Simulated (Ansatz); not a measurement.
# LiNbO3 (R3c): the HSE06 gap against the k mesh of the hybrid

How far can the k mesh of the hybrid be lowered for the gap of LiNbO3 (R3c)?

Main program and level: Ansatz 0.2.0; DFT, HSE06, plane waves, PAW.

## Step 1: Set-up

It takes space group R3c (No. 161, trigonal). The conventional cell has a = 5.152 Å, b = 5.152 Å, c = 13.869 Å, α = 90.00°, β = 90.00°, γ = 120.00°. Nearest to Li lie 6 O at 2.07 to 2.24 Å. Nearest to Nb lie 6 O at 1.88 to 2.13 Å. Nearest to O lie 2 Nb at 1.88 to 2.13 Å and 2 Li at 2.07 to 2.24 Å. Farther neighbours and most contacts between anions are not listed.

The cell and positions come from the Crystallography Open Database and are kept as given unless a step says otherwise. The default PAW set here is soft_2. Its files were made with PBE.

## Step 2: k mesh of the hybrid: 2×2×2

Input file input.yaml:

```yaml
crystal:
  lattice:
    - [2.5758, 1.4871388234, 4.623]
    - [-2.5758, 1.4871388234, 4.623]
    - [0.0, -2.9742776468, 4.623]
  atoms:
    - { symbol: Li, position: [0.2815, 0.2815, 0.2815] }
    - { symbol: Li, position: [0.7815, 0.7815, 0.7815] }
    - { symbol: Nb, position: [5.5e-05, 5.5e-05, 5.5e-05] }
    - { symbol: Nb, position: [0.500055, 0.500055, 0.500055] }
    - { symbol: O, position: [0.11231, 0.35836, 0.71959] }
    - { symbol: O, position: [0.71959, 0.11231, 0.35836] }
    - { symbol: O, position: [0.35836, 0.71959, 0.11231] }
    - { symbol: O, position: [0.21959, 0.85836, 0.61231] }
    - { symbol: O, position: [0.85836, 0.61231, 0.21959] }
    - { symbol: O, position: [0.61231, 0.21959, 0.85836] }
kpoints:
  mp_grid: { grid: [2, 2, 2] }
  band_path:
    path:
      - [0.0, 0.0, 0.0]
      - [-0.5, -0.5, -0.5]
      - [-0.5, -0.23565315, -0.76434685]
      - [-0.23565315, 0.23565315, -0.5]
      - [0.0, 0.0, -0.5]
      - [0.0, 0.36782657, -0.36782657]
      - [-0.36782657, 0.0, -0.63217343]
      - [-0.5, 0.0, -0.5]
      - [-0.15, -0.15, -0.15]
      - [-0.381043913, 0.0, -0.618956087]
    npoints: 1
hamiltonian:
  xc: hse06
scf:
  occupations: { method: fixed }
  n_extra_bands: 7
output:
  eigenvalues: true
```

Command:

```bash
$ ansatz run input.yaml --threads 3 --pin off --max-ram 92160MiB --backend cuda --events-out ev --progress --plain --runs-dir out --devices 1 --max-vram 13GiB
```

Numbers of over 12 decimals in the logs are rounded to 6 here.

Log:

```text
scf.n_extra_bands = 7 over 34 filled bands (N_el = 68.0): the run solves 41 bands
exact exchange: scf.exx.singularity resolves to wigner_seitz, which cuts the screened interaction at the faces of the exchange supercell's Wigner-Seitz cell, so that each pair interacts once, at the shortest of its separations (the periodic images that this leaves out come, for a point-like exchange hole, to about 0.008 eV on a filled level). The cut falls within the interaction's reach, and what an exchange supercel [...]
GPUs: using 1 of 1 available (devices: 1).
Engine: ansatz 0.2.0, x86_64-unknown-linux-gnu
Pseudopotentials: kind: paw
Pseudopotential: Li, paw, valence charge 3, recommended cutoff 420 eV (normal), Li.paw.azcp
Pseudopotential: Nb, paw, valence charge 13, recommended cutoff 420 eV (normal), Nb.paw.azcp
Pseudopotential: O, paw, valence charge 6, recommended cutoff 420 eV (normal), O.paw.azcp
Functional definition: HSE06
  parameter a = 0.25
  parameter omega = 0.11/bohr
  exchange = pbe_x - a*pbe_x_sr(omega) + a*exact_x_sr(omega)
  correlation = pbe_c
davidson cushion auto → on  (no smearing: the cushion is to keep the highest requested band from converging to the state above it; pin scf.eigensolver.cushion to override)
concurrent solve slots: 2 of 3 are kept, ahead of what memory takes: no pass of the eigensolver takes more rounds on 2
device memory: the entry about to start is reckoned to put 1.6 GiB on a device that reports 53.1 GiB free (of which the cap on the GPU budget leaves the run 13.0 GiB)
GPU FFT provider: cuFFT
GPU libraries: cuBLAS 13.8.2, cuFFT 12.4.0, cuSOLVER 12.3.4
Crystal: 10 atoms, lattice volume = 106.252 Å³
Basis set: ecut = 420 eV, 2091 PW (Γ)
Bands: 41, of which v1, the nominal top of the filled ones, is band 34 counted from 1 (33 counted from 0)
Symmetry: 6 space group operations
Space group: R3c (ITA 161), of the structure as read, at distance tolerance 4.7e-5 Å
k-points: 4 of 8
Non-local potential: Li, projectors of the file, l = 0: 3, l = 1: 2, l = 2: 1
Non-local potential: Nb, projectors of the file, l = 0: 3, l = 1: 2, l = 2: 2, l = 3: 1
Non-local potential: O, projectors of the file, l = 0: 2, l = 1: 2, l = 2: 1
PAW form: soft (Blöchl's): semilocal exchange-correlation on the pseudo side does not see the compensation charge
PAW frozen core: Nb, regenerated for the run's functional, and the local potential with it (the file was generated under x = pbe(κ = 0.804, μ = 0.219515), c = pbe(β = 0.066725))
PAW frozen core: O, regenerated for the run's functional, and the local potential with it (the file was generated under x = pbe(κ = 0.804, μ = 0.219515), c = pbe(β = 0.066725))
PAW one-centre angular grid: Li, 110 points (default); XC on 96 Gauss nodes
PAW one-centre angular grid: Nb, 590 points (default); XC on 64 Gauss nodes
PAW one-centre angular grid: O, 110 points (default); XC on 96 Gauss nodes
Initial density: superposition of atomic densities (neutral atoms: chi_scale 0, normalization atom), corrected by the library's trained network
Initial wavefunctions: pseudopotential atomic-orbital guess
GPU buffer pool allocated for 64000 grid points (all kernels)
GPU transforms: local potential and band sums: pruned to the plane-wave sphere, on 40×40×40
Functional: x = pbe(κ = 0.804, μ = 0.219515), c = pbe(β = 0.066725), warm-up for x = pbe(κ = 0.804, μ = 0.219515) + 0.25 (exact − pbe) at short range (hse, ω = 0.207870 Å⁻¹), c = pbe(β = 0.066725); HSE06 as pw.x's `hse` composes it (authors' and Libxc's form: `xc: wpbeh`)
SCF iter   1: F=—  HF=-12929.397477 eV  |F-HF|=—  |Δ(HF+E_count)|=         —  Δρ=2.33e-3  dr2=3.50e-3  ethr=1.77e-3  ⟨swp⟩=5.8  Hψ=771  notcnv=0
preconditioner: auto → none  [insulator: Δε(μ)=3.627 eV  Ē_g=10.636 eV  n_scr=26 (ndim 8)  ℏωp=25.0 eV  f_vac=0.019]
SCF iter   2: F=—  HF=-12929.402699 eV  |F-HF|=—  |Δ(HF+E_count)|=   5.22e-3  Δρ=2.37e-3  dr2=5.62e-3  ethr=5.14e-6  ⟨swp⟩=5.0  Hψ=637  notcnv=0
[...]
SCF iter   2: F=—  HF=-12932.589361 eV  |F-HF|=—  |Δ(HF+E_count)|=   1.05e-1  Δρ=1.66e-2  dr2=2.96e-1  ethr=1.62e-6  ⟨swp⟩=6.0  Hψ=819  notcnv=0
SCF iter   3: F=—  HF=-12932.526486 eV  |F-HF|=—  |Δ(HF+E_count)|=   6.29e-2  Δρ=3.33e-3  dr2=1.21e-2  ethr=1.62e-6  ⟨swp⟩=5.0  Hψ=701  notcnv=0
SCF iter   4: F=—  HF=-12932.562854 eV  |F-HF|=—  |Δ(HF+E_count)|=   3.64e-2  Δρ=2.38e-3  dr2=7.57e-3  ethr=1.62e-6  ⟨swp⟩=4.0  Hψ=570  notcnv=0
SCF iter   5: F=—  HF=-12932.560838 eV  |F-HF|=—  |Δ(HF+E_count)|=   2.02e-3  Δρ=5.73e-4  dr2=1.57e-4  ethr=1.62e-6  ⟨swp⟩=3.8  Hψ=514  notcnv=0
SCF iter   6: F=-12932.561201 eV  HF=-12932.561213 eV  |F-HF|=1.20e-5  |Δ(HF+E_count)|=   3.75e-4  Δρ=1.77e-4  dr2=2.26e-5  ethr=1.79e-7  ⟨swp⟩=3.5  Hψ=502  notcnv=0
SCF 2 stopped early in 6 iterations: F = -12932.561201 eV  dr2 = 2.26e-5
  greatest PAW one-centre occupation: 1.000 electrons in one spin orbital (limit 2), on the Nb atom at site 3 (counted from 0), in its partial waves of l = 0
hybrid outer 1: dexx = +4.129e-2 eV, tail = 1.00e-4 eV
GPU FFT provider: cuFFT
GPU libraries: cuBLAS 13.8.2, cuFFT 12.4.0, cuSOLVER 12.3.4
GPU buffer pool allocated for 64000 grid points (all kernels)
GPU transforms: local potential and band sums: pruned to the plane-wave sphere, on 40×40×40
Exchange kernel: α = 0.2500, screened, ω = 0.2079 Å⁻¹, Wigner–Seitz truncation, v(0) = 891.1305 eV·Å³, q-mesh 2×2×2, nearest image of the exchange supercell L = 10.30 Å, pair-density grid 24×24×24, without the augmentation charges, whose exchange is taken in its separable form by FFT convolution over the k-point mesh (sized by the pseudopotential files, 30×32×32 at the most), smooth part of the exact exchange by density-matrix convolution in up to 799.6 MiB of GPU memory as planned if the GPU has room (build and FFT work areas not counted)
Frozen-core exchange: fock
SCF iter   1: F=—  HF=-12932.560726 eV  |F-HF|=—  |Δ(HF+E_count)|=         —  Δρ=5.90e-5  dr2=3.64e-6  ethr=7.38e-7  ⟨swp⟩=2.2  Hψ=366  notcnv=0
preconditioner: auto → none  [insulator: Δε(μ)=5.070 eV  Ē_g=12.706 eV  n_scr=26 (ndim 8)  ℏωp=25.0 eV  f_vac=0.023]
iter 2 solved again at ethr=3.45e-10 eV; its pass at ethr=3.95e-9 eV (dr2=2.34e-7 eV) is discarded
SCF iter   2: F=—  HF=-12932.560727 eV  |F-HF|=—  |Δ(HF+E_count)|=   3.96e-7  Δρ=2.75e-5  dr2=4.40e-7  ethr=3.45e-10  ⟨swp⟩=2.0  Hψ=940  notcnv=0
SCF iter   3: F=—  HF=-12932.560728 eV  |F-HF|=—  |Δ(HF+E_count)|=   1.57e-6  Δρ=2.35e-5  dr2=4.84e-7  ethr=3.45e-10  ⟨swp⟩=4.5  Hψ=580  notcnv=0
SCF iter   4: F=-12932.560728 eV  HF=-12932.560728 eV  |F-HF|=5.47e-9  |Δ(HF+E_count)|=   1.33e-7  Δρ=3.70e-6  dr2=1.06e-8  ethr=3.45e-10  ⟨swp⟩=3.0  Hψ=463  notcnv=0
SCF 3 converged in 4 iterations: F = -12932.560728 eV  dr2 = 1.06e-8
hybrid outer 2: dexx = +1.661e-6 eV, tail = 3.88e-8 eV, Δε = 2.79e-3 eV (about 7.04e-5 eV left of the loop's levels)
device memory: the entry about to start is reckoned to put 0.9 GiB on a device that reports 46.8 GiB free (of which the cap on the GPU budget leaves the run 13.0 GiB)
NSCF: frozen V_eff on 10 k-points
hybrid SCF converged: 2 outer / 10 inner (+3 warm-up), last move |dexx| = 1.66e-6 eV, tail = 3.88e-8 eV
Stability not checked: this state was not tested for a lower state beside it, because the functional holds exact exchange (a hybrid, or Hartree-Fock), whose exchange loop this test does not read (fock_operator; see scf.lower_state_search)
Free energy (F): -12932.560728 eV
Frozen-core exchange: fock
Harris-Foulkes:  -12932.560728 eV  (|F-HF|=5.47e-9)
Internal energy: -12932.560728 eV  (E = F + TS)
E sigma→0 (E₀):  -12932.560728 eV
Fermi energy:    6.152576 eV
--- Per-component energies (eV) ---
  E_band       = -668.913134
  E_kinetic    = 1891.011067
  E_local      = -4277.841414  (includes V_loc(G=0)·N_el)
  E_nonlocal   = 438.475190
  E_hartree    = 1445.686833
  E_xc         = -656.330856
  E_vxc        = -812.968887  (∫ρ·V_xc dr)
  E_exx        = -212.179531  (= α·E_x^exact, valence–valence)
  E_paw        = -7086.487219  (= ΣΔE_a)
  E_vpaw       = -374.619306  (= ΣTr[D̂ρ^β])
  E_aug_tail   = 0.014633  (compensation charges beyond the density's cutoff)
  E_ewald      = -4473.914330
  E_core_change = -0.995103  (= ΣΔE_core)
  E_smearing   = -0.000000  (= −TS)
  E_closure    = -0.000000  (closes the sum)
  Σ components = -12932.560728   (vs F -12932.560728, Δ=0.00e0)
--- Band table (eV) ---
  k-point 0: bands = [... 30 lower, 5.4174, 5.6125, 6.1526, 6.1526, 11.2219, 11.2219, 11.7227, 12.9413, ... 3 higher]
  k-point 1: bands = [... 30 lower, 5.8337, 5.8337, 5.9095, 5.9095, 11.5530, 11.5530, 12.4509, 12.4509, ... 3 higher]
  k-point 2: bands = [... 30 lower, 5.3900, 5.4420, 5.6306, 5.9452, 11.3146, 11.8346, 12.3235, 12.3818, ... 3 higher]
  k-point 3: bands = [... 30 lower, 5.8084, 5.8084, 5.8084, 5.8084, 12.3864, 12.3864, 12.5907, 12.5907, ... 3 higher]
```

It took 24 s on 1 × NVIDIA H100 80GB HBM3 (shared by 6 runs) with 3 threads of AMD EPYC 7R13 (Zen 3), shared host; peak memory 1.1 GiB; 15 s of CPU time.

Numbers from this step:

| Property | Result |
| --- | --- |
| gap | 5.026 eV |
| valence top at | k = (-0.150, -0.150, -0.150) |
| conduction bottom at | k = (-0.381, 0.000, -0.619) |
| least direct gap | 5.069 eV |
| exact-exchange fraction | 0.25 |

The gap is indirect, with the least direct gap 0.04 eV higher.

## Step 3: k mesh of the hybrid: 4×4×4

Edit input.yaml of step 2 so:

```diff
@@ -17,3 +17,3 @@
 kpoints:
-  mp_grid: { grid: [2, 2, 2] }
+  mp_grid: { grid: [4, 4, 4] }
   band_path:
```

Log:

```text
[...]
GPUs: using 1 of 1 available (devices: 1).
[...]
GPU FFT provider: cuFFT
GPU libraries: cuBLAS 13.8.2, cuFFT 12.4.0, cuSOLVER 12.3.4
Crystal: 10 atoms, lattice volume = 106.252 Å³
Basis set: ecut = 420 eV, 2091 PW (Γ)
Bands: 41, of which v1, the nominal top of the filled ones, is band 34 counted from 1 (33 counted from 0)
[... 1 set-up line as in the run before ...]
[...]
k-points: 13 of 64 (time reversal used)
[...]
Fermi energy:    6.150134 eV
[...]
--- Band table (eV; the first three rows and the last of 13) ---
  k-point 0: bands = [... 30 lower, 5.4169, 5.6091, 6.1501, 6.1501, 11.2162, 11.2162, 11.7193, 12.9421, ... 3 higher]
  k-point 1: bands = [... 30 lower, 5.6381, 5.7099, 5.9358, 6.0631, 11.2699, 11.3944, 11.8736, 12.6640, ... 3 higher]
  k-point 2: bands = [... 30 lower, 5.8314, 5.8314, 5.9053, 5.9053, 11.5521, 11.5521, 12.4525, 12.4525, ... 3 higher]
  k-point 12: bands = [... 30 lower, 5.8040, 5.8040, 5.8040, 5.8040, 12.3865, 12.3865, 12.5927, 12.5927, ... 3 higher]
[key lines of the parts left out:]
Free energy (F): -12932.597974 eV
```

It took 52 s on 1 × NVIDIA H100 80GB HBM3 (shared by 6 runs) with 3 threads; peak memory 1.4 GiB; 59 s of CPU time.

Numbers from this step:

```yaml
gap: 5.031 eV
valence_top_at: k = (-0.150, -0.150, -0.150)
conduction_bottom_at: k = (-0.381, 0.000, -0.619)
least_direct_gap: 5.066 eV
```

The gap is 5.031 eV, +0.005 eV from the run before at this level.

## Step 4: The series

Differences are against the last row; a negative gap means that bands overlap, and a run with a band path holds that path's time. Times are wall times on 1 × NVIDIA H100 80GB HBM3 (shared by 6 runs) with 3 threads of AMD EPYC 7R13 (Zen 3), shared host, good to a factor of about two.

```csv
k mesh of the hybrid,gap (eV),direct gap (eV),gap error (eV),energy error (meV/atom),irreducible k,time
2×2×2,5.026,5.069,−0.005,+3.7,4,24 s
4×4×4,5.031,5.066,+0.000,+0.0,13,52 s
```

## Step 5: Summary of results

| Property | Result |
| --- | --- |
| 2×2×2 | 5.026 eV |
| 4×4×4 | 5.031 eV |

**Reading.** The gap holds to 0.02 eV from 2×2×2 on, the cheapest setting tried. At 2×2×2 the gap is off by −0.005 eV and the energy by +4 meV/atom. The gap is read over the mesh and added points near the edges, so meshes differ mainly through the density and, for a hybrid, the exchange operator.

[Paths, hosts, dates, memory and timing lines, banners, echoed tables and standing remarks are left out of the program output.]

[Logs are printed without paths, hosts, clocks, repeated set-up lines and the standing remarks that a program may print on its own settings, such as how far it seeks lower states.]

[Runs of the session that timed out or met a known fault of the program may be left out.]

[Cells called generated may have been cut or substituted from an entry of the Crystallography Open Database or the Materials Project.]

[Hosts, paths, dates, database ids (printed as entryN), source tags and the programs' standing remarks are cut or masked in the printed files.]
